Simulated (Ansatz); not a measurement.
## CdFe2Bi2: relaxing a made-up structure

This structure for CdFe2Bi2 is made up. Its elements were placed in a known structure type with a cell scaled to their sizes. What cell does the guess relax to, and how far off was it?

Method: DFT, PBE, plane-wave PAW, files of the set soft_1, scalar-relativistic, ferromagnetic start, cell and ions relaxed at zero pressure; PAW set soft_1, in the first sound run; inputs show where later runs differ, in Ansatz 0.2.0.

### Step 1. Set-up

Symmetry: I4/mmm, No. 139, tetragonal system. Conventional cell: a = 3.983 Å, b = 3.983 Å, c = 12.534 Å, α = 90.00°, β = 90.00°, γ = 90.00°. Bi has 4 Fe at 2.43 Å and 4 Cd at 3.32 Å nearest. Nearest to Cd lie 8 Bi at 3.32 Å. Nearest to Fe lie 4 Bi at 2.43 Å. Farther neighbours are not listed.

### Step 2. Relaxing cell and atoms

The guess takes its coordinates from another compound and its volume from a rule, so the cell and any free coordinates are relaxed together.

The input, input.yaml:

```yaml
crystal:
  lattice:
    - [-1.9915, 1.9915, 6.267]
    - [1.9915, -1.9915, 6.267]
    - [1.9915, 1.9915, -6.267]
  atoms:
    - { symbol: Bi, position: [0.6396, 0.6396, 0.0] }
    - { symbol: Bi, position: [0.3604, 0.3604, 0.0] }
    - { symbol: Cd, position: [0.0, 0.0, 0.0] }
    - { symbol: Fe, position: [0.75, 0.25, 0.5], spin: 3.0 }
    - { symbol: Fe, position: [0.25, 0.75, 0.5], spin: 3.0 }
magnetization:
  spin_polarized: true
kpoints:
  mp_grid: { grid: [9, 9, 9] }
scf:
  occupations: { method: fermi_dirac, width: 0.05 }
hamiltonian:
  xc: pbe
  pseudopotentials: { kind: paw, azcp: { folder: soft_1 } }
relax:
  f_tol: 0.015
  max_steps: 70
  cell: {}
output:
  forces: true
  stress: true
```

Launch:

```sh
> ansatz run input.yaml --threads 4 --pin off --max-ram 8192MiB --backend cpu --events-out ev --progress --plain --runs-dir out
```

Numbers of over 12 decimals in the logs are rounded to 6 here.

Log:

```text
basis.fft_grid_basis auto: the FFT boxes are laid along the combinations [[1, 0, 1], [0, 1, 1], [0, 0, 1]] of the cell's own vectors, 3.983, 3.983 and 6.871 Å long. The dense box has 27×27×48 points. Along the cell's own vectors, as sized, it would have 48×48×48, 3.16 times as many. Of the 16 symmetry operations that the crystal satisfies within crystal.symmetry.tolerance (time reversal apart; of a slab, those that k [...]
Engine: ansatz 0.2.0, aarch64-unknown-linux-gnu
Pseudopotentials: kind: paw
Pseudopotential: Bi, paw, valence charge 15, recommended cutoff 420 eV (normal), soft_1/Bi.paw.azcp
Pseudopotential: Cd, paw, valence charge 20, recommended cutoff 420 eV (normal), soft_1/Cd.paw.azcp
Pseudopotential: Fe, paw, valence charge 16, recommended cutoff 420 eV (normal), soft_1/Fe.paw.azcp
Functional definition: PBE
  parameter kappa = 0.804
  parameter beta = 0.066725
  exchange = pbe_x(kappa = kappa, mu = beta*pi^2/3)
  correlation = pbe_c(beta = beta)
Crystal: 5 atoms, lattice volume = 99.421 Å³
Basis set: ecut = 420 eV, 1953 PW (Γ), FFT grids on a1+a3, a2+a3, a3, exchange–correlation on 54×54×96 points (8 copies of the dense FFT grid, shifted against one another)
Bands: 53, of which v1, the nominal top of the filled ones, is band 41 counted from 1 (40 counted from 0)
Symmetry: 16 space group operations
Space group: I4/mmm (ITA 139), of the structure as read, at distance tolerance 4.6e-5 Å
Magnetic group: BNS 139.531 (UNI 1191), of the structure as read, at distance tolerance 4.6e-5 Å
k-points: 75 of 729
Non-local potential: Bi, projectors of the file, l = 0: 2, l = 1: 2, l = 2: 2, l = 3: 1
Non-local potential: Cd, projectors of the file, l = 0: 3, l = 1: 2, l = 2: 2, l = 3: 1
Non-local potential: Fe, projectors of the file, l = 0: 3, l = 1: 2, l = 2: 3, l = 3: 1
PAW form: soft (Blöchl's): semilocal exchange-correlation on the pseudo side does not see the compensation charge
PAW one-centre angular grid: Bi, 590 points (default); XC on 64 Gauss nodes
PAW one-centre angular grid: Cd, 590 points (default); XC on 64 Gauss nodes
PAW one-centre angular grid: Fe, 590 points (default); XC on 64 Gauss nodes
Initial density: superposition of atomic densities (chi_scale 0.1, normalization cell)
Starting moments: Σ|m| = 6 μB on 2 of 5 sites
Initial wavefunctions: pseudopotential atomic-orbital guess
Functional: x = pbe(κ = 0.804, μ = 0.219515), c = pbe(β = 0.066725)
SCF iter   1: F=—  HF=-42006.050912 eV  |F-HF|=—  |Δ(HF+E_count)|=         —  Δρ=2.65e-2 (↑1.31e-2 ↓2.65e-2)  dr2=6.46e0  dr2_m=9.50e-2  M=5.231 μB ∫|m|=5.516 μB  β_m=0.30  ethr=3.10e-3  ⟨swp⟩=7.2  Hψ=31439  notcnv=0  defer=38
Mixer restart at iter 1: flushing history
preconditioner: auto → Kerker (q_TF=auto, 2.642 Å⁻¹)  [metal: Δε(μ)=0.008 eV  Ē_g=15.425 eV  σ=0.050 eV  W_gap=0.04  n_scr=32 (ndim 8)  ℏωp=28.4 eV  f_vac=0.000  D(μ)=5.60/eV (n_scr^D=54)]
spin=Collinear: Kerker preconditioning applied to the charge; magnetization (m = ρ↑ − ρ↓) channel mixes plain (no charge-response kernel on spin).
SCF iter   2: F=—  HF=-42007.478984 eV  |F-HF|=—  |Δ(HF+E_count)|=    1.43e0  Δρ=2.72e-2 (↑1.16e-2 ↓2.72e-2)  dr2=5.80e0  dr2_m=1.51e-1  M=4.992 μB ∫|m|=5.321 μB  β_m=0.36  ethr=3.10e-3  ⟨swp⟩=2.0  Hψ=10158  notcnv=0  defer=577
SCF iter   3: F=—  HF=-42009.372087 eV  |F-HF|=—  |Δ(HF+E_count)|=    1.89e0  Δρ=2.07e-2 (↑1.58e-2 ↓2.07e-2)  dr2=2.62e0  dr2_m=2.13e-1  M=4.363 μB ∫|m|=4.786 μB  β_m=0.42  ethr=3.10e-3  ⟨swp⟩=3.0  Hψ=11450  notcnv=0  defer=582
SCF iter   4: F=—  HF=-42009.233142 eV  |F-HF|=—  |Δ(HF+E_count)|=   1.39e-1  Δρ=1.31e-2 (↑5.33e-3 ↓1.31e-2)  dr2=9.97e-1  dr2_m=4.78e-2  M=3.984 μB ∫|m|=4.412 μB  β_m=0.60  ethr=3.10e-3  ⟨swp⟩=2.2  Hψ=10218  notcnv=0  defer=582
SCF iter   5: F=—  HF=-42009.087154 eV  |F-HF|=—  |Δ(HF+E_count)|=   1.46e-1  Δρ=2.29e-2 (↑2.29e-2 ↓8.10e-3)  dr2=9.94e-1  dr2_m=6.28e-2  M=2.975 μB ∫|m|=3.470 μB  β_m=0.80  ethr=1.22e-3  ⟨swp⟩=4.1  Hψ=15578  notcnv=0  defer=592
SCF iter   6: F=—  HF=-42009.345269 eV  |F-HF|=—  |Δ(HF+E_count)|=   2.58e-1  Δρ=1.14e-2 (↑1.14e-2 ↓2.60e-3)  dr2=1.09e-1  dr2_m=3.80e-2  M=3.004 μB ∫|m|=3.468 μB  β_m=0.90  ethr=1.21e-3  ⟨swp⟩=2.5  Hψ=11145  notcnv=0  defer=550
SCF iter   7: F=—  HF=-42009.472663 eV  |F-HF|=—  |Δ(HF+E_count)|=         —  Δρ=2.39e-2 (↑2.39e-2 ↓2.32e-2)  dr2=1.44e-2  dr2_m=4.95e-1  M=2.143 μB ∫|m|=2.544 μB  β_m=0.90  ethr=1.33e-4  ⟨swp⟩=2.1  Hψ=14935  notcnv=0  defer=550
Mixer restart at iter 7: flushing history
SCF iter   8: F=—  HF=-42009.450330 eV  |F-HF|=—  |Δ(HF+E_count)|=   2.23e-2  Δρ=1.41e-2 (↑6.40e-3 ↓1.41e-2)  dr2=9.13e-2  dr2_m=9.29e-2  M=1.918 μB ∫|m|=2.246 μB  β_m=0.95  ethr=1.76e-5  ⟨swp⟩=2.2  Hψ=15941  notcnv=0  defer=536
SCF iter   9: F=—  HF=-42009.528811 eV  |F-HF|=—  |Δ(HF+E_count)|=   7.85e-2  Δρ=1.33e-2 (↑1.33e-2 ↓1.12e-2)  dr2=4.18e-1  dr2_m=1.26e-3  M=1.875 μB ∫|m|=2.139 μB  β_m=0.66  ethr=1.76e-5  ⟨swp⟩=3.3  Hψ=18339  notcnv=0  defer=537  recentre
SCF iter  10: F=—  HF=-42009.443219 eV  |F-HF|=—  |Δ(HF+E_count)|=   8.56e-2  Δρ=1.41e-3 (↑8.24e-4 ↓1.41e-3)  dr2=1.20e-2  dr2_m=2.01e-4  M=1.829 μB ∫|m|=2.094 μB  β_m=0.63  ethr=1.76e-5  ⟨swp⟩=3.0  Hψ=17960  notcnv=0  defer=545
SCF iter  11: F=—  HF=-42009.441445 eV  |F-HF|=—  |Δ(HF+E_count)|=   1.77e-3  Δρ=4.14e-4 (↑4.14e-4 ↓3.54e-4)  dr2=1.05e-3  dr2_m=6.47e-6  M=1.843 μB ∫|m|=2.103 μB  β_m=0.71  ethr=1.46e-5  ⟨swp⟩=2.0  Hψ=9506  notcnv=0  defer=545
SCF iter  12: F=—  HF=-42009.441655 eV  |F-HF|=—  |Δ(HF+E_count)|=   2.10e-4  Δρ=4.84e-4 (↑2.49e-4 ↓4.84e-4)  dr2=5.51e-4  dr2_m=1.89e-5  M=1.855 μB ∫|m|=2.116 μB  β_m=0.86  ethr=1.28e-6  ⟨swp⟩=2.0  Hψ=9299  notcnv=0  defer=545
SCF iter  13: F=—  HF=-42009.441705 eV  |F-HF|=—  |Δ(HF+E_count)|=   5.07e-5  Δρ=1.20e-4 (↑1.04e-4 ↓1.20e-4)  dr2=6.17e-5  dr2_m=3.21e-7  M=1.857 μB ∫|m|=2.119 μB  β_m=0.93  ethr=6.72e-7  ⟨swp⟩=2.0  Hψ=9638  notcnv=0  defer=545
SCF iter  14: F=—  HF=-42009.441713 eV  |F-HF|=—  |Δ(HF+E_count)|=   8.01e-6  Δρ=7.98e-5 (↑4.51e-5 ↓7.98e-5)  dr2=1.74e-5  dr2_m=3.58e-7  M=1.857 μB ∫|m|=2.119 μB  β_m=0.96  ethr=7.53e-8  ⟨swp⟩=1.2  Hψ=7987  notcnv=0  defer=545
SCF iter  15: F=—  HF=-42009.441712 eV  |F-HF|=—  |Δ(HF+E_count)|=   1.81e-6  Δρ=1.32e-5 (↑4.83e-6 ↓1.32e-5)  dr2=3.76e-7  dr2_m=2.74e-8  M=1.857 μB ∫|m|=2.119 μB  β_m=0.98  ethr=2.13e-8  ⟨swp⟩=2.0  Hψ=9097  notcnv=0  defer=545
SCF iter  16: F=—  HF=-42009.441712 eV  |F-HF|=—  |Δ(HF+E_count)|=   4.50e-8  Δρ=4.29e-6 (↑3.16e-6 ↓4.29e-6)  dr2=2.04e-8  dr2_m=9.72e-9  M=1.857 μB ∫|m|=2.119 μB  β_m=0.99  ethr=4.58e-10  ⟨swp⟩=2.0  Hψ=9549  notcnv=0  defer=545
[...]
relax step  20: F+E_penalty+E_count = -42012.59370268 eV  Δ(F+E_penalty+E_count) = -7.063e-3 eV  max|allowed force component| = 5.708e-2 eV/Å  Δτ_max = 0.0101 Å  P = +0.034 GPa  Ω = 113.980 Å³  energy of the carried Pulay correction = -3.104e-4 eV  (10 SCF iters, dr2 threshold 5.00e-7 eV, accepted)
relax step  21: F+E_penalty+E_count = -42012.59907483 eV  Δ(F+E_penalty+E_count) = -5.372e-3 eV  max|allowed force component| = 3.608e-2 eV/Å  Δτ_max = 0.0268 Å  P = +0.001 GPa  Ω = 115.277 Å³  energy of the carried Pulay correction = -7.476e-4 eV  (11 SCF iters, dr2 threshold 2.04e-7 eV, accepted)
relax step  22: F+E_penalty+E_count = -42012.60009554 eV  Δ(F+E_penalty+E_count) = -1.021e-3 eV  max|allowed force component| = 1.362e-3 eV/Å  Δτ_max = 0.0148 Å  P = +0.022 GPa  Ω = 115.948 Å³  energy of the carried Pulay correction = -9.926e-4 eV  (10 SCF iters, dr2 threshold 8.13e-8 eV, accepted)
relax step  23: F+E_penalty+E_count = -42012.60027726 eV  Δ(F+E_penalty+E_count) = -1.817e-4 eV  max|allowed force component| = 1.013e-2 eV/Å  Δτ_max = 0.0105 Å  P = +0.041 GPa  Ω = 116.461 Å³  energy of the carried Pulay correction = -1.181e-3 eV  (11 SCF iters, dr2 threshold 2.32e-8 eV, accepted)
relax step  24: F+E_penalty+E_count = -42012.60027414 eV  Δ(F+E_penalty+E_count) = +3.119e-6 eV  max|allowed force component| = 3.430e-4 eV/Å  Δτ_max = 0.0003 Å  P = -0.003 GPa  Ω = 116.564 Å³  energy of the carried Pulay correction = -1.221e-3 eV  (10 SCF iters, dr2 threshold 1.59e-8 eV, accepted)
Basis set: ecut = 420 eV, 2265 PW (Γ), FFT grids on a1+a3, a2+a3, a3, exchange–correlation on 48×48×144 points (8 copies of the dense FFT grid, shifted against one another)
iter 1 solved again at ethr=2.25e-7 eV; its pass at ethr=3.10e-3 eV (dr2=1.84e-4 eV) is discarded
SCF iter   1: F=—  HF=-42012.600732 eV  |F-HF|=—  |Δ(HF+E_count)|=         —  Δρ=1.46e-4 (↑1.46e-4 ↓1.18e-4)  dr2=2.59e-6  dr2_m=1.73e-6  M=4.192 μB ∫|m|=4.947 μB  β_m=0.65  ethr=2.25e-7  ⟨swp⟩=3.0  Hψ=51016  notcnv=0
preconditioner: auto → Kerker (q_TF=auto, 2.304 Å⁻¹)  [metal: Δε(μ)=0.010 eV  Ē_g=14.798 eV  σ=0.050 eV  W_gap=0.05  n_scr=22 (ndim 8)  ℏωp=26.2 eV  f_vac=0.003  D(μ)=2.95/eV (n_scr^D=22)]
spin=Collinear: Kerker preconditioning applied to the charge; magnetization (m = ρ↑ − ρ↓) channel mixes plain (no charge-response kernel on spin).
SCF iter   2: F=—  HF=-42012.601377 eV  |F-HF|=—  |Δ(HF+E_count)|=   6.45e-4  Δρ=5.25e-5 (↑5.25e-5 ↓4.25e-5)  dr2=3.39e-7  dr2_m=2.09e-7  M=4.192 μB ∫|m|=4.947 μB  β_m=0.64  ethr=3.15e-9  ⟨swp⟩=2.0  Hψ=12508  notcnv=0
SCF iter   3: F=—  HF=-42012.601470 eV  |F-HF|=—  |Δ(HF+E_count)|=   9.27e-5  Δρ=6.55e-6 (↑6.55e-6 ↓5.74e-6)  dr2=9.57e-9  dr2_m=2.40e-8  M=4.192 μB ∫|m|=4.947 μB  β_m=0.69  ethr=4.14e-10  ⟨swp⟩=2.0  Hψ=12962  notcnv=0
SCF iter   4: F=—  HF=-42012.601470 eV  |F-HF|=—  |Δ(HF+E_count)|=   3.98e-7  Δρ=4.37e-6 (↑8.07e-7 ↓4.37e-6)  dr2=3.47e-8  dr2_m=4.15e-9  M=4.192 μB ∫|m|=4.947 μB  β_m=0.84  ethr=1.17e-11  ⟨swp⟩=2.0  Hψ=13983  notcnv=0
SCF iter   5: F=—  HF=-42012.601470 eV  |F-HF|=—  |Δ(HF+E_count)|=   3.24e-8  Δρ=2.66e-6 (↑2.66e-6 ↓2.39e-6)  dr2=2.18e-8  dr2_m=4.96e-9  M=4.192 μB ∫|m|=4.947 μB  β_m=0.92  ethr=1.17e-11  ⟨swp⟩=2.0  Hψ=14027  notcnv=0
SCF iter   6: F=—  HF=-42012.601470 eV  |F-HF|=—  |Δ(HF+E_count)|=  5.09e-11  Δρ=8.01e-7 (↑4.63e-7 ↓8.01e-7)  dr2=1.07e-8  dr2_m=6.79e-11  M=4.192 μB ∫|m|=4.947 μB  β_m=0.96  ethr=1.17e-11  ⟨swp⟩=2.0  Hψ=13641  notcnv=0
SCF iter   7: F=—  HF=-42012.601470 eV  |F-HF|=—  |Δ(HF+E_count)|=   1.37e-9  Δρ=3.49e-7 (↑3.49e-7 ↓3.32e-7)  dr2=7.51e-10  dr2_m=3.56e-12  M=4.192 μB ∫|m|=4.947 μB  β_m=0.84  ethr=1.17e-11  ⟨swp⟩=2.7  Hψ=12595  notcnv=0
SCF iter   8: F=—  HF=-42012.601464 eV  |F-HF|=—  |Δ(HF+E_count)|=   5.57e-6  Δρ=1.36e-7 (↑1.24e-7 ↓1.36e-7)  dr2=4.47e-11  dr2_m=4.30e-12  M=4.192 μB ∫|m|=4.947 μB  β_m=0.85  ethr=1.00e-12  ⟨swp⟩=2.9  Hψ=12759  notcnv=0
SCF iter   9: F=—  HF=-42012.601464 eV  |F-HF|=—  |Δ(HF+E_count)|=  3.42e-10  Δρ=5.11e-8 (↑3.38e-8 ↓5.11e-8)  dr2=7.01e-12  dr2_m=6.07e-13  M=4.192 μB ∫|m|=4.947 μB  β_m=0.93  ethr=1.00e-12  ⟨swp⟩=2.0  Hψ=9207  notcnv=0
SCF iter  10: F=-42012.601464 eV  HF=-42012.601464 eV  |F-HF|=1.46e-11  |Δ(HF+E_count)|=  5.09e-11  Δρ=7.93e-9 (↑6.73e-9 ↓7.93e-9)  dr2=2.81e-13  dr2_m=1.46e-14  M=4.192 μB ∫|m|=4.947 μB  ethr=1.00e-12  ⟨swp⟩=2.6  Hψ=22723  notcnv=0
SCF 25 converged in 10 iterations: F = -42012.601464 eV  dr2 = 2.81e-13
relax step  25: F+E_penalty+E_count = -42012.60146446 eV  Δ(F+E_penalty+E_count) = -1.190e-3 eV  max|allowed force component| = 5.535e-4 eV/Å  Δτ_max = 0.0000 Å  P = -0.007 GPa  Ω = 116.564 Å³  stress off target by 1.69e-2 GPa  SCF on the basis re-selected at this cell (its energy is not comparable with the rows above)  (10 SCF iters)
basis re-selected at this cell: Δ(F+E_penalty+E_count) = -1.190e-3 eV, ΔP = -0.005 GPa vs the last step (what re-selecting the basis moved, of the pressure what is left beyond the Pulay correction that the steps carried, after the strain that the cell walked since its last selection, with what the two solves' SCF thresholds leave and, on support functions, any second-order correction that the steps lacked; it is no measure of the basis error at this ecutwfc). The dense FFT grid was sized anew with the basis: this SCF ran on 24×24×72 points, the steps before it on 24×24×64, so part of this shift can come from that change (see relax.cell in the input reference). [rest of the remark cut]
SCF converged after 10 iterations
Magnetization: 4.1920 μB (43.0960 up, 38.9040 down)
Absolute magnetization: 4.9534 μB (∫|ρ↑−ρ↓|, with the PAW one-centre terms)
Spin contamination: 0.2914 ħ² per cell (⟨S²⟩ above its minimum at these occupations)
Per-site moments (μB) at R_I (Å): [(-0.065228, 1.151808), (-0.065228, 1.151808), (-0.032448, 1.432359), (2.223653, 1.012831), (2.223653, 1.012831)]
Free energy (F): -42012.601464 eV
Harris-Foulkes:  -42012.601464 eV  (|F-HF|=1.46e-11)
Internal energy: -42012.576887 eV  (E = F + TS)
E sigma→0 (E₀):  -42012.589176 eV
Entropy (-TS):   -0.024578 eV (-4.916 meV/atom)
Fermi energy:    12.080453 eV
--- Per-component energies (eV) ---
  E_band       = -1205.622699
  E_kinetic    = 1610.843593
  E_local      = -13367.671386  (includes V_loc(G=0)·N_el)
  E_nonlocal   = 1519.962412
  E_hartree    = 5787.989017
  E_xc         = -678.623187
  E_vxc        = -739.369687  (∫ρ·V_xc dr)
  E_paw        = -28194.494652  (= ΣΔE_a)
  E_vpaw       = -1805.364341  (= ΣTr[D̂ρ^β])
  E_aug_tail   = -0.001326  (compensation charges beyond the density's cutoff)
  E_ewald      = -8690.581357
  E_smearing   = -0.024578  (= −TS)
  E_closure    = 0.000000  (closes the sum)
  Σ components = -42012.601464   (vs F -42012.601464, Δ=0.00e0)
--- Forces (eV/Å), atoms counted from 1 ---
  atom   1  Bi     0.00000000     0.00000000     0.00055350
  atom   2  Bi    -0.00000000     0.00000000    -0.00055350
  atom   3  Cd     0.00000000    -0.00000000     0.00000000
  atom   4  Fe    -0.00000000     0.00000000     0.00000000
  atom   5  Fe     0.00000000     0.00000000    -0.00000000
  max |Σ_I F_I| component: 1.21e-17 eV/Å
--- Stress (GPa, compression-positive) ---
       -0.016900       0.000000       0.000000
        0.000000      -0.016900      -0.000000
        0.000000      -0.000000       0.011808
  P = ⅓ Tr σ = -0.0073 GPa (-0.073 kbar)
--- Relaxed structure (22 steps of the walk, 21 accepted, 3 SCFs on fresh bases) ---
  F+E_penalty+E_count = -42012.60146446 eV   max|allowed force component| = 5.535e-4 eV/Å   (the final SCF, on the basis selected at the relaxed cell)
  cell:  # Å, volume = 116.5639 Å³
    - [-1.736193, 1.736193, 9.667366]
    - [1.736193, -1.736193, 9.667366]
    - [1.736193, 1.736193, -9.667366]
  atoms:
    - { symbol: Bi, position: [0.636895, 0.636895, 0] }
    - { symbol: Bi, position: [0.363105, 0.363105, 0] }
    - { symbol: Cd, position: [-3.321634228773206e-19, -3.3216342287732036e-19, 0] }
    - { symbol: Fe, position: [0.75, 0.250000, 0.5] }
    - { symbol: Fe, position: [0.250000, 0.75, 0.5] }
```

Run time: 5.4 min. Hardware: 4 threads of Arm Neoverse V2, shared host; peak memory 0.9 GiB.

Step by step (22 of 25):

```csv
step,energy less that of the first step (eV),largest force component (eV/Å),pressure (GPa),volume (Å³)
1,0.0000,3.4952,18.73,99.42
2,-1.4772,1.4823,6.90,109.92
3,-1.9196,0.0886,1.37,114.68
4,-2.0938,0.0319,-0.81,117.07
6,-2.4645,0.1150,-2.19,111.41
7,-2.4893,0.1542,0.56,103.84
8,-2.5171,0.0316,1.68,105.02
9,-2.5318,0.0670,-0.13,106.71
10,-2.5328,0.0224,0.03,106.38
11,-2.5328,0.0002,0.00,106.36
12*,-2.7621,0.0246,2.87,106.36
14,-3.0440,0.0551,1.03,109.46
15,-3.1071,0.0354,0.67,110.78
16,-3.1233,0.0018,-0.49,113.95
17,-3.1241,0.0189,0.44,112.36
18,-3.1254,0.0031,0.00,113.00
19*,-3.1449,0.0014,0.32,113.00
20,-3.1520,0.0571,0.03,113.98
22,-3.1584,0.0014,0.02,115.95
23,-3.1586,0.0101,0.04,116.46
24,-3.1586,0.0003,0.00,116.56
25*,-3.1598,0.0006,-0.01,116.56
```

Relaxation steps marked * repeat the geometry before them on a plane-wave basis chosen anew for their cell, so energy and pressure can jump there. Other such steps can lie between the rows shown. Relaxation step 17 was tried and not accepted.

Forces are held to the 16 operations that the run works with; a distortion that breaks them can't arise in this run.

```csv
cell as run,before,after,change
a (Å),6.871,9.974,+45.2 %
b (Å),6.871,9.974,+45.2 %
c (Å),6.871,9.974,+45.2 %
α (°),146.30,159.95,+9.3 %
β (°),146.30,159.95,+9.3 %
γ (°),48.40,28.50,-41.1 %
volume (Å³/atom),19.88,23.31,+17.2 %
```

The atoms that moved most (Å, as changes of fractional coordinates times the final cell):

```csv
atom,dx,dy,dz,length
Bi2,0.000,0.000,0.052,0.052
Bi1,0.000,0.000,-0.052,0.052
```

This step gave:

```yaml
free_energy: -42012.6015 eV
energy_at_zero_smearing: -42012.5892 eV
smearing_term_ts: 0.02458 eV
fermi_energy: 12.08 eV
magnetization: 4.192 μB
absolute_magnetization: 4.953 μB
site_moments: -0.06523, -0.06523, -0.03245, 2.224, 2.224 μB
electrons: 82
symmetry_operations: 16
pressure: -0.007331 GPa
```

Site moment by atom:

```csv
atom,site moment (μB)
Bi1,-0.07
Bi2,-0.07
Cd3,-0.03
Fe4,2.22
Fe5,2.22
```

Shortest distances by pair of elements, guess and relaxed (not always the same contact):

```csv
pair,guess (Å),relaxed (Å)
Fe–Fe,2.816,2.455
Bi–Fe,2.425,2.792
Bi–Bi,3.499,3.472
Cd–Cd,3.983,3.472
Bi–Cd,3.316,3.610
```

The relaxation ends with a largest force component of 5.5e-4 eV/Å and a pressure of -0.01 GPa.

[end of part 1 of 2]

[Logs are printed without paths, hosts, clocks, repeated set-up lines and the standing remarks that a program may print on its own settings, such as how far it seeks lower states.]

[Hosts, paths, dates, database ids (printed as entryN), source tags and the programs' standing remarks are cut or masked in the printed files.]
